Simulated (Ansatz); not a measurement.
# The perfect V wire along [110], 33 atoms a period, part 2 of 2

Wanted: the relaxed geometry and the bands of the V wire along [110], 33 atoms a period.

Ansatz 0.2.0; DFT PBE, plane waves, PAW; relaxation of a wire's period; PAW set soft_1 (the session's first sound run).

So far: Set-up; Relaxation of atoms and period.

### 2. Relaxation of atoms and period (continued)

Step by step:

| step | energy less that of the first step (eV) | largest force component (eV/Å) | pressure (GPa) | volume (Å³) |
| --- | --- | --- | --- | --- |
| 1 | 0.0000 | 2.2471 | -4.31 | 1210.29 |
| 2 | -2.3535 | 0.6259 | -1.09 | 1177.56 |
| 3 | -2.6258 | 0.2579 | 0.51 | 1157.45 |
| 4 | -2.6953 | 0.1670 | 0.18 | 1154.61 |
| 5 | -2.7364 | 0.0807 | -0.11 | 1146.46 |
| 6 | -2.7422 | 0.0650 | -0.07 | 1143.26 |
| 7 | -2.7477 | 0.0340 | -0.07 | 1139.44 |
| 8 | -2.7522 | 0.0197 | -0.03 | 1134.16 |
| 9* | -2.7255 | 0.0211 | -0.02 | 1134.16 |

Relaxation steps marked * repeat the geometry before them on a plane-wave basis chosen anew for their cell, so energy and pressure can jump there.

The run keeps the 8 symmetry operations that it works with, so distortions that break them were not tested.

| cell as run | before | after | change |
| --- | --- | --- | --- |
| c (Å) | 4.228 | 3.963 | -6.3 % |

The atoms that moved most (Å, along periodic axes as changes of fractional coordinates times the final cell, across vacuum about the mean position):

| atom | dx | dy | dz | length |
| --- | --- | --- | --- | --- |
| V11 | 0.123 | 0.158 | 0.000 | 0.200 |
| V2 | -0.123 | 0.158 | 0.000 | 0.200 |
| V33 | 0.123 | -0.158 | 0.000 | 0.200 |
| V27 | -0.123 | -0.158 | 0.000 | 0.200 |
| V1 | 0.164 | 0.000 | 0.000 | 0.164 |
| V12 | -0.164 | 0.000 | 0.000 | 0.164 |
| V3 | 0.038 | 0.123 | 0.000 | 0.129 |
| V9 | -0.038 | 0.123 | 0.000 | 0.129 |

Final coordinates:

```cif
data_structure
_symmetry_space_group_name_H-M 'P 1'
_symmetry_Int_Tables_number 1
_cell_length_a 18.7600
_cell_length_b 15.2570
_cell_length_c 3.9625
_cell_angle_alpha 90.000
_cell_angle_beta 90.000
_cell_angle_gamma 90.000
_cell_volume 1134.16
loop_
_atom_site_label
_atom_site_type_symbol
_atom_site_fract_x
_atom_site_fract_y
_atom_site_fract_z
_atom_site_occupancy
V1 V 0.19000 0.50000 0.00000 1
V2 V 0.25435 0.37175 0.00000 1
V3 V 0.34264 0.23091 0.00000 1
V4 V 0.33743 0.50000 0.00000 1
V5 V 0.41759 0.35938 0.00000 1
V6 V 0.50000 0.21841 0.00000 1
V7 V 0.50000 0.50000 0.00000 1
V8 V 0.58241 0.35938 0.00000 1
V9 V 0.65736 0.23091 0.00000 1
V10 V 0.66257 0.50000 0.00000 1
V11 V 0.74565 0.37175 0.00000 1
V12 V 0.81000 0.50000 0.00000 1
V13 V 0.26199 0.50000 0.50000 1
V14 V 0.33907 0.35462 0.50000 1
V15 V 0.33907 0.64538 0.50000 1
V16 V 0.42116 0.21927 0.50000 1
V17 V 0.42067 0.50000 0.50000 1
V18 V 0.42116 0.78073 0.50000 1
V19 V 0.50000 0.35626 0.50000 1
V20 V 0.50000 0.64374 0.50000 1
V21 V 0.57884 0.21927 0.50000 1
V22 V 0.57933 0.50000 0.50000 1
V23 V 0.57884 0.78073 0.50000 1
V24 V 0.66093 0.35462 0.50000 1
V25 V 0.66093 0.64538 0.50000 1
V26 V 0.73801 0.50000 0.50000 1
V27 V 0.25435 0.62825 0.00000 1
V28 V 0.34264 0.76909 0.00000 1
V29 V 0.41759 0.64062 0.00000 1
V30 V 0.50000 0.78159 0.00000 1
V31 V 0.58241 0.64062 0.00000 1
V32 V 0.65736 0.76909 0.00000 1
V33 V 0.74565 0.62825 0.00000 1
```

Numbers from this step:

- energy at zero smearing: -96083.9909 eV
- cell length along the wire: 3.963 Å

The cell's length comes to 3.963 Å with spin left out.

### 3. The perfect wire

This step: DFT PBE, plane waves, PAW; bands of a perfect wire; PAW set soft_1 (Ansatz 0.2.0).

At the relaxed period the bands are computed along the axis; those that cross an energy going forward count the channels that a perfect wire would open there.

input.yaml reads:

```yaml
crystal:
  lattice:
    - [18.76, 0.0, 0.0]
    - [0.0, 15.257, 0.0]
    - [0.0, 0.0, 3.9625157596]
  atoms:
    - { symbol: V, position: [0.189995, 0.5, 0.0] }
    - { symbol: V, position: [0.254346698, 0.371748794, 0.0] }
    - { symbol: V, position: [0.342635458, 0.230906465, 0.0] }
    - { symbol: V, position: [0.337433417, 0.5, 0.0] }
    - { symbol: V, position: [0.417586553, 0.359384763, 0.0] }
    - { symbol: V, position: [0.5, 0.21841388, 0.0] }
    - { symbol: V, position: [0.5, 0.5, 0.0] }
    - { symbol: V, position: [0.582413447, 0.359384763, 0.0] }
    - { symbol: V, position: [0.657364542, 0.230906465, 0.0] }
    - { symbol: V, position: [0.662566583, 0.5, 0.0] }
    - { symbol: V, position: [0.745653302, 0.371748794, 0.0] }
    - { symbol: V, position: [0.810005, 0.5, 0.0] }
    - { symbol: V, position: [0.261990151, 0.5, 0.5] }
    - { symbol: V, position: [0.339066465, 0.354617649, 0.5] }
    - { symbol: V, position: [0.339066465, 0.645382351, 0.5] }
    - { symbol: V, position: [0.421159665, 0.219271337, 0.5] }
    - { symbol: V, position: [0.420670529, 0.5, 0.5] }
    - { symbol: V, position: [0.421159665, 0.780728663, 0.5] }
    - { symbol: V, position: [0.5, 0.356255231, 0.5] }
    - { symbol: V, position: [0.5, 0.643744769, 0.5] }
    - { symbol: V, position: [0.578840335, 0.219271337, 0.5] }
    - { symbol: V, position: [0.579329471, 0.5, 0.5] }
    - { symbol: V, position: [0.578840335, 0.780728663, 0.5] }
    - { symbol: V, position: [0.660933535, 0.354617649, 0.5] }
    - { symbol: V, position: [0.660933535, 0.645382351, 0.5] }
    - { symbol: V, position: [0.738009849, 0.5, 0.5] }
    - { symbol: V, position: [0.254346698, 0.628251206, 0.0] }
    - { symbol: V, position: [0.342635458, 0.769093535, 0.0] }
    - { symbol: V, position: [0.417586553, 0.640615237, 0.0] }
    - { symbol: V, position: [0.5, 0.78158612, 0.0] }
    - { symbol: V, position: [0.582413447, 0.640615237, 0.0] }
    - { symbol: V, position: [0.657364542, 0.769093535, 0.0] }
    - { symbol: V, position: [0.745653302, 0.628251206, 0.0] }
kpoints:
  mp_grid: { grid: [1, 1, 21] }
  band_path: { path: ["Γ", Z], npoints: 90 }
scf:
  occupations: { method: fermi_dirac, width: 0.05 }
hamiltonian:
  xc: pbe
  pseudopotentials: { kind: paw, azcp: { folder: soft_1 } }
output:
  dos: { e_range: [-5, 4] }
  write_potential: true
  write_density: true
  volumetric_format: npy
```

The run is started by

```bash
ansatz run input.yaml --threads 4 --pin off --max-ram 16384MiB --backend cpu --events-out ev --progress --plain --runs-dir out
```

Numbers of over 12 decimals in the logs are rounded to 6 here.

The program printed:

```text
[...]
Crystal: 33 atoms, lattice volume = 1134.156 Å³
Basis set: ecut = 420 eV, 22189 PW (Γ)
Bands: 258, of which v1, the nominal top of the filled ones, is band 215 counted from 1 (214 counted from 0)
Symmetry: 8 space group operations
[...]
k-points: 11 of 21
[...]
SCF iter   1: F=—  HF=-96136.957624 eV  |F-HF|=—  |Δ(HF+E_count)|=         —  Δρ=8.43e-2  dr2=7.64e2  ethr=3.10e-3  ⟨swp⟩=11.2  Hψ=14226  notcnv=0
[...]
SCF iter  15: F=-96084.191431 eV  HF=-96084.191431 eV  |F-HF|=5.40e-9  |Δ(HF+E_count)|=   4.46e-8  Δρ=9.21e-7  dr2=1.57e-8  ethr=2.33e-11  ⟨swp⟩=22.9  Hψ=12672  notcnv=0
SCF 1 converged in 15 iterations: F = -96084.191431 eV  dr2 = 1.57e-8
[...]
NSCF: frozen V_eff on 91 k-points
WARN: The output density's exchange-correlation potential varies sharply where the density is thin. Do not read a vacuum level from v_tot or v_xc, or from such a field of the output density. On a cell that repeats whose density bears no net charge and no dipole along the vacuum's axis use v_es (v_loc + v_h of the components); under efield.dipole_correction with no amplitude use v_es + v_field, which holds any externa [...]
SCF converged after 15 iterations
Free energy (F): -96084.191431 eV
[...]
Internal energy: -96083.790536 eV  (E = F + TS)
E sigma→0 (E₀):  -96083.990984 eV
Entropy (-TS):   -0.400894 eV (-12.148 meV/atom)
Fermi energy:    4.496008 eV
[...]
--- Band table (eV; the first three rows and the last of 11) ---
  k-point 0: bands = [... 211 lower, 4.3123, 4.3907, 4.4068, 4.4488, 4.4824, 4.5486, 4.5756, 4.5993, ... 39 higher]
  k-point 1: bands = [... 211 lower, 4.3237, 4.4023, 4.4136, 4.4255, 4.5076, 4.5355, 4.5835, 4.5952, ... 39 higher]
  k-point 2: bands = [... 211 lower, 4.3538, 4.3901, 4.4322, 4.4333, 4.5062, 4.5207, 4.5790, 4.5961, ... 39 higher]
  k-point 10: bands = [... 211 lower, 4.3459, 4.3498, 4.5104, 4.5504, 4.6022, 4.6498, 4.6575, 4.6599, ... 39 higher]
```

Run time: 18 min. Hardware: 4 threads of Arm Neoverse V1, shared host; peak memory 14 GiB.

The column dr2 measures how far the density is from self-consistency, as an energy; F and HF (Harris–Foulkes) agree once it is small.

Numbers from this step:

* energy at zero smearing: -96083.9910 eV
* band gap: 0 eV

The electronic bands at the labelled points (eV, zero at the Fermi level; # counts the bands kept):

| point | #46 | #47 | #48 | #49 | #50 | #51 | #52 | #53 |
| --- | --- | --- | --- | --- | --- | --- | --- | --- |
| Γ | -0.18 | -0.11 | -0.09 | -0.05 | -0.01 | 0.05 | 0.08 | 0.10 |
| halfway | -0.14 | -0.07 | 0.03 | 0.05 | 0.06 | 0.06 | 0.13 | 0.21 |
| Z | -0.17 | -0.15 | 0.05 | 0.05 | 0.07 | 0.15 | 0.15 | 0.17 |

Between Γ and Z the bands cross the Fermi level 9 times, so a perfect wire would conduct at least 9 G₀, with spin left out.

### 4. Summary of results

| Property | Result |
| --- | --- |
| cell length, PBE | 3.963 Å |
| ballistic conductance by band crossings, a lower bound, PBE | 9 G₀ |

What this shows: Under PBE the cell's length is 3.96 Å, and the bands cross the Fermi level 9 times between Γ and Z, which gives a perfect wire at least 9 G₀ (opposite crossings within one step of the path cancel in such a count). No spin was allowed, though thin wires with open d shells can turn magnetic.

[Logs are printed without paths, hosts, clocks, repeated set-up lines and the standing remarks that a program may print on its own settings, such as how far it seeks lower states.]

[Hosts, paths, dates, database ids (printed as entryN), source tags and the programs' standing remarks are cut or masked in the printed files.]
